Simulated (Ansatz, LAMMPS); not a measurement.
# Glassy 68SiO2-14MgO-11ZnO-7BaO (mol %) (75 atoms): atom by atom

This is the frame at 150 fs of a trajectory (instantaneous temperature 396 K). Method: Kohn-Sham DFT, PBE, PAW (set soft_2), plane waves (Ansatz 0.2.0); cutoff 420 eV, Γ point, fixed occupations; density 2.67 g/cm³.

Extended XYZ; positions in Å, forces in eV/Å:

```xyz
75
Lattice="10.485 0.000 0.000 0.000 10.485 0.000 0.000 0.000 10.485" Properties=species:S:1:pos:R:3:forces:R:3 pbc="T T T"
Si 5.300 6.927 6.195 0.017 1.376 -0.067
Si 5.614 2.208 5.092 0.904 0.175 1.773
Si 3.638 3.062 2.875 -2.894 0.395 -0.539
Si 6.886 9.417 1.513 -1.062 0.951 2.155
Si 2.041 10.446 5.716 0.520 -2.084 1.088
Si 5.670 10.058 7.135 1.385 0.318 -0.189
Si 0.716 9.674 9.450 -1.777 1.297 1.163
Si 1.032 9.466 1.922 -1.097 -1.880 -0.145
Si 3.232 0.720 8.509 0.517 -0.092 -0.189
Si 4.825 6.038 9.269 -0.208 0.582 0.645
Si 1.860 6.750 9.104 0.222 -0.433 0.895
Si 0.731 1.634 3.582 2.692 -0.994 -0.302
Si 9.022 3.441 8.832 -0.915 -0.312 1.793
Si 3.343 6.225 3.822 -1.520 -0.814 -0.607
Si 10.168 5.389 0.416 0.095 2.409 -0.794
Si 4.370 3.055 10.230 -1.723 -1.300 -0.178
Si 0.203 6.581 3.327 -0.175 1.414 -1.854
Si 7.167 1.961 0.433 1.840 -0.082 -1.263
Si 7.460 6.818 0.446 2.477 -0.021 2.545
Mg 8.211 3.347 3.309 0.510 -0.586 -0.584
Mg 4.067 9.362 3.185 -0.323 -0.042 -0.455
Mg 8.125 9.973 9.373 0.595 0.002 1.508
Mg 7.682 7.068 3.775 -0.768 0.841 -1.001
Zn 6.623 4.258 6.679 0.842 0.099 0.458
Zn 3.779 8.055 0.896 0.629 0.491 0.171
Zn 1.865 7.435 6.229 0.147 0.060 -0.290
Ba 8.945 1.042 6.455 -0.028 -0.535 -0.096
Ba 1.856 3.460 6.771 0.213 0.360 0.314
O 4.600 10.307 8.383 -0.289 0.300 -0.113
O 8.017 4.441 8.073 -1.479 0.307 -1.038
O 2.131 6.178 7.642 -0.190 -0.742 -1.021
O 1.657 6.313 4.119 0.307 -0.103 0.679
O 3.693 3.292 1.237 0.855 -0.567 -0.139
O 9.895 10.290 8.676 1.372 -0.745 0.075
O 0.444 8.109 2.675 0.118 -0.815 0.589
O 1.145 8.169 9.022 0.337 -0.017 -0.219
O 7.330 9.014 2.977 0.877 -0.503 1.298
O 5.659 2.127 10.370 -1.031 0.122 -0.636
O 7.199 2.700 4.928 -0.118 0.080 -0.720
O 7.412 0.373 0.815 0.013 -0.052 -0.733
O 5.300 8.577 6.527 0.183 -0.976 -0.820
O 2.609 9.385 1.574 -0.447 0.559 0.828
O 7.471 2.937 1.583 0.361 1.145 1.921
O 7.323 6.301 1.972 -0.148 -0.006 -0.715
O 2.092 0.153 9.476 -1.229 -1.434 -0.098
O 5.149 6.318 7.738 0.105 -0.451 -1.777
O 6.068 6.554 10.137 -0.291 -0.208 -0.469
O 5.024 3.264 6.189 -0.336 0.774 -0.012
O 8.140 2.167 9.526 -0.628 -0.601 0.364
O 5.691 0.753 5.919 -0.132 -0.937 0.080
O 0.576 0.185 2.888 -0.155 0.487 -0.238
O 9.718 4.023 10.245 -0.265 -1.156 -0.443
O 7.183 10.051 7.782 -1.555 0.081 -1.170
O 7.621 8.507 0.365 -0.661 -0.715 -1.472
O 3.411 4.579 3.499 1.127 0.871 0.492
O 3.466 6.949 9.782 0.318 -0.144 -0.298
O 2.741 0.958 6.974 -1.014 -0.884 -1.155
O 9.388 6.382 4.215 0.802 -0.060 0.572
O 10.074 2.649 3.489 -2.423 1.273 0.665
O 1.134 5.685 10.071 -0.362 0.372 0.464
O 3.795 6.732 5.365 1.109 -0.506 0.176
O 9.023 6.512 10.363 -0.561 -0.816 0.263
O 3.141 9.887 4.729 0.310 0.533 -0.223
O 1.167 9.127 6.272 0.441 1.690 -0.133
O 0.137 9.481 0.540 0.977 0.774 -1.007
O 5.241 9.482 1.644 -0.053 -0.621 -1.534
O 10.483 5.568 2.004 0.358 -0.586 -0.326
O 2.166 2.302 3.082 0.799 0.220 0.337
O 1.012 1.121 5.204 -0.937 1.375 -0.607
O 4.725 2.174 3.695 0.598 -0.080 -0.107
O 6.530 6.250 5.348 -1.185 0.488 0.996
O 4.449 4.506 9.536 0.282 0.055 -0.246
O 3.850 7.287 2.728 0.227 -0.772 0.942
O 3.383 2.248 9.041 1.340 1.636 1.647
O 10.093 2.857 7.814 1.160 -0.237 -0.870
```

The quench rate of 25 K/ps is many orders above laboratory rates, so the cell is likely richer in defects and strain than a real sample. The network of bonds at the start is that of the classical potential that made the cell, and needn't be the one that DFT or experiment would give. Only the Γ point is sampled, in a cell whose shortest periodic width is 10 Å.

The r.m.s. force component is 0.916 eV/Å; the longest force, 3.55 eV/Å, acts on Si19. The energy lies 0.5 meV/atom above that of the first step of this run.

[Logs are printed without paths, hosts, clocks, repeated set-up lines and the standing remarks that a program may print on its own settings, such as how far it seeks lower states.]

[Hosts, paths, dates, database ids (printed as entryN), source tags and the programs' standing remarks are cut or masked in the printed files.]
